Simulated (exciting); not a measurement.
# Electron–core-hole interaction in the F K spectrum of LiF (Griceite), part 3 of 3

Aim: the F K absorption edge of LiF (Griceite) with the electron–hole interaction treated explicitly, and what each term of the kernel does.

exciting sodium; X-ray absorption, core-level Bethe-Salpeter equation, exchange and statically screened direct term, Tamm-Dancoff, all-electron LAPW+lo LDA.

So far. Step 6 (Exchange alone): Maxima (height): 6.4 eV (0.54) and 10.3 eV (0.48). Against the independent-particle run the r.m.s. difference is 3 %. Step 7 (Direct term alone): Maxima (height): -1.1 eV (1.06) and 7.2 eV (0.21). Against the singlet run the r.m.s. difference is 5 %. The highest maximum lies at -1.1 eV (1.06), against -1.1 eV (1.00).

### Step 9. Shipped basis

Changed against the first singlet run: added local orbitals (Ha) from 0.9 to none.

input.xml

```
<input>
  <title>LiF</title>
  <structure speciespath="." autormt="false" epslat="1.0e-5">
    <crystal>
      <basevect>0.0000000000 3.8059084143 3.8059084143</basevect>
      <basevect>3.8059084143 0.0000000000 3.8059084143</basevect>
      <basevect>3.8059084143 3.8059084143 0.0000000000</basevect>
    </crystal>
    <species speciesfile="F.xml" rmt="1.788">
      <atom coord="0.5000000000 0.5000000000 0.5000000000"/>
    </species>
    <species speciesfile="Li.xml" rmt="1.904">
      <atom coord="0.0000000000 0.0000000000 0.0000000000"/>
    </species>
  </structure>
  <groundstate do="skip" xctype="LDA_PW" ngridk="6 6 6" rgkmax="7" gmaxvr="14" nempty="8" swidth="0.001" maxscl="100" epsengy="1e-5"/>
  <xs xstype="BSE" ngridk="6 6 6" ngridq="6 6 6" vkloff="0.097 0.273 0.493" rgkmax="7" nempty="13" gqmax="3" lmaxapwwf="5" lmaxemat="2" broad="0.01654" tevout="true">
    <energywindow intv="23.643 25.260" points="439"/>
    <screening screentype="full" nempty="27"/>
    <BSE xas="true" xasspecies="1" xasatom="1" xasedge="K" bsetype="singlet" nstlxas="1 9"/>
    <qpointset>
      <qpoint>0 0 0</qpoint>
    </qpointset>
    <plan>
      <doonly task="xsgeneigvec"/>
      <doonly task="writepmatxs"/>
      <doonly task="scrgeneigvec"/>
      <doonly task="scrwritepmat"/>
      <doonly task="screen"/>
      <doonly task="scrcoulint"/>
      <doonly task="exccoulint"/>
    </plan>
  </xs>
</input>
```

input.xml for the last start (plan only)

```
  <plan>
    <doonly task="bse"/>
  </plan>
```

Started as:

```
$ OMP_NUM_THREADS=1 mpirun -n 4 exciting
$ OMP_NUM_THREADS=4 exciting
```

Numbers of over 12 decimals in the logs are rounded to 6 here.

The log of the run:

```text
| EXCITING SODIUM started for task xsgeneigvec ( 301)                          =
One-shot GS runs for BSE calculations
One-shot GS runs for k+qmt/2 grids
Info(xsgeneigvec): Generating eigenvectors for Q-point      1
Info(xsgeneigvec): Generation of eigenvectors finished
| EXCITING SODIUM started for task writepmatxs ( 320)                          =
Info(writepmatxs): Momentum matrix elements finished
| EXCITING SODIUM started for task scrgeneigvec ( 401)                         =
One-shot GS runs for BSE calculations
One-shot GS runs for k+qmt/2 grids
[...]
Info(setup_bse_block): Setting up RR part of hamiltonian
Info(setup_bse_block): Singlet spin state
Info(bse): Diagonalizing RR Hamiltonian (TDA)
Info(bse): Invoking Lapack routine ZHEEVR
      3888 eigen solutions found in the interval:
         i1=       1 i2=    3888
Info(bse): Writing excition energies and oscillator strengths to text file.
Info(makespectrum_dist): Making spectrum using formula for coupling with time reversed AR basis.
Info(makespectrum_dist): Using formalism for vanishing momentum transfer.
Info(writederived): Writing quantities derived from the macroscopic dielectric function.
Info(bselauncher): Spectrum finished for iqmt=  1
Info(bselauncher): All done for BSE type singlet
```

It took 6.1 min on 4 MPI ranks of Arm Neoverse V1, shared host.

Wall time by task: xsgeneigvec 1.8 s, writepmatxs 4.7 s, scrgeneigvec 1.8 s, scrwritepmat 1.3 s, screen 36 s, scrcoulint 3 min, exccoulint 1.7 min, bse 37 s.

The spectrum differs from the singlet run by 12 % r.m.s. The highest maximum lies at -1.0 eV (0.92), against -1.1 eV (1.00). The first bright state moves from -1.08 to -0.99 eV. The lowest bare transition of this run lies at 0.26 eV, against 0.16. The linearised basis grows poor far above its energy parameter.

| E (eV) | first run | this run |
| --- | --- | --- |
| -5.0 | 0.02 | 0.02 |
| -4.0 | 0.03 | 0.03 |
| -3.0 | 0.07 | 0.06 |
| -2.0 | 0.21 | 0.17 |
| -1.0 | 1.00 | 0.90 |
| 0.0 | 0.60 | 0.56 |
| 1.0 | 0.45 | 0.42 |
| 2.0 | 0.35 | 0.33 |
| 3.0 | 0.31 | 0.28 |
| 4.0 | 0.28 | 0.25 |
| 5.0 | 0.15 | 0.14 |
| 6.0 | 0.11 | 0.10 |
| 7.0 | 0.19 | 0.14 |
| 8.0 | 0.14 | 0.13 |
| 9.0 | 0.07 | 0.06 |
| 10.0 | 0.04 | 0.03 |
| 11.0 | 0.03 | 0.02 |
| 12.0 | 0.03 | 0.02 |
| 13.0 | 0.02 | 0.02 |
| 14.0 | 0.02 | 0.02 |
| 15.0 | 0.02 | 0.02 |
| 16.0 | 0.03 | 0.02 |
| 17.0 | 0.05 | 0.03 |
| 18.0 | 0.07 | 0.04 |
| 19.0 | 0.10 | 0.06 |

### Step 10. The levels of theory side by side

```
      level  curve passes 0.15 (eV)  highest maximum (eV)  its height
         IP                     2.2                   6.3        0.54
        RPA                     2.3                   6.4        0.54
direct only                    -2.3                  -1.1        1.06
    singlet                    -2.2                  -1.1        1.00
```

```
E (eV)    IP   RPA  direct only  singlet
  -5.0  0.00  0.00         0.02     0.02
  -4.0  0.01  0.01         0.04     0.03
  -3.0  0.01  0.01         0.07     0.07
  -2.0  0.01  0.01         0.23     0.21
  -1.0  0.01  0.01         1.04     1.00
   0.0  0.02  0.02         0.60     0.60
   1.0  0.06  0.06         0.44     0.45
   2.0  0.14  0.13         0.34     0.35
   3.0  0.20  0.19         0.30     0.31
   4.0  0.25  0.24         0.27     0.28
   5.0  0.31  0.30         0.14     0.15
   6.0  0.50  0.49         0.11     0.11
   7.0  0.48  0.48         0.18     0.19
   8.0  0.24  0.24         0.13     0.14
   9.0  0.22  0.22         0.07     0.07
  10.0  0.44  0.44         0.04     0.04
  11.0  0.30  0.31         0.03     0.03
  12.0  0.13  0.13         0.02     0.03
  13.0  0.08  0.08         0.02     0.02
  14.0  0.06  0.06         0.02     0.02
  15.0  0.05  0.05         0.02     0.02
  16.0  0.04  0.04         0.03     0.03
  17.0  0.04  0.04         0.05     0.05
  18.0  0.04  0.04         0.07     0.07
  19.0  0.04  0.04         0.10     0.10
```

### Step 11. What came out

| Property | Result |
| --- | --- |
| absorber and edge | F K, atom 1 |
| surroundings | 6 Li at 2.01 Å (octahedral, site symmetry m-3m) |
| first bright state | -1.08 eV from the Kohn–Sham onset, on this mesh |
| highest maximum | -1.1 eV |
| cost of the BSE run | 6.5 min on 4 MPI ranks of Arm Neoverse V1, shared host; the last task ran on as many threads |

In words: Is a core exciton bound? Yes on this mesh: the first bright state (over 5 % of the brightest) lies at -1.08 eV from the Kohn–Sham onset and at -1.24 eV from the lowest bare transition of its own mesh; weaker or dark states reach down to -2.90 eV. Changing the added local orbitals (Ha) from 0.9 to none alters the spectrum by 12 % r.m.s. Exchange alone changes the independent-particle spectrum by 3 % r.m.s. Leaving exchange out of the full kernel changes the spectrum by 5 % r.m.s. Binding energies aren't converged on 216 k points. Exchange and the short-range direct term aren't converged in the kernel cutoff. The zero comes from the unshifted 6×6×6 ground-state mesh; it is exact only where the band minimum lies on that mesh. The Kohn–Sham onset, 655 eV, is no photon energy: the scale needs a rigid shift. No quasiparticle correction widens the gap or stretches the bands. Vibrations and energy-dependent lifetimes are left out. The structure is a published determination, not relaxed.

[Banner, clock and machine lines of the logs are left out without a mark of their own.]

[Logs are printed without paths, hosts, clocks, repeated set-up lines and the standing remarks that a program may print on its own settings, such as how far it seeks lower states.]

[Hosts, paths, dates, database ids (printed as entryN), source tags and the programs' standing remarks are cut or masked in the printed files.]
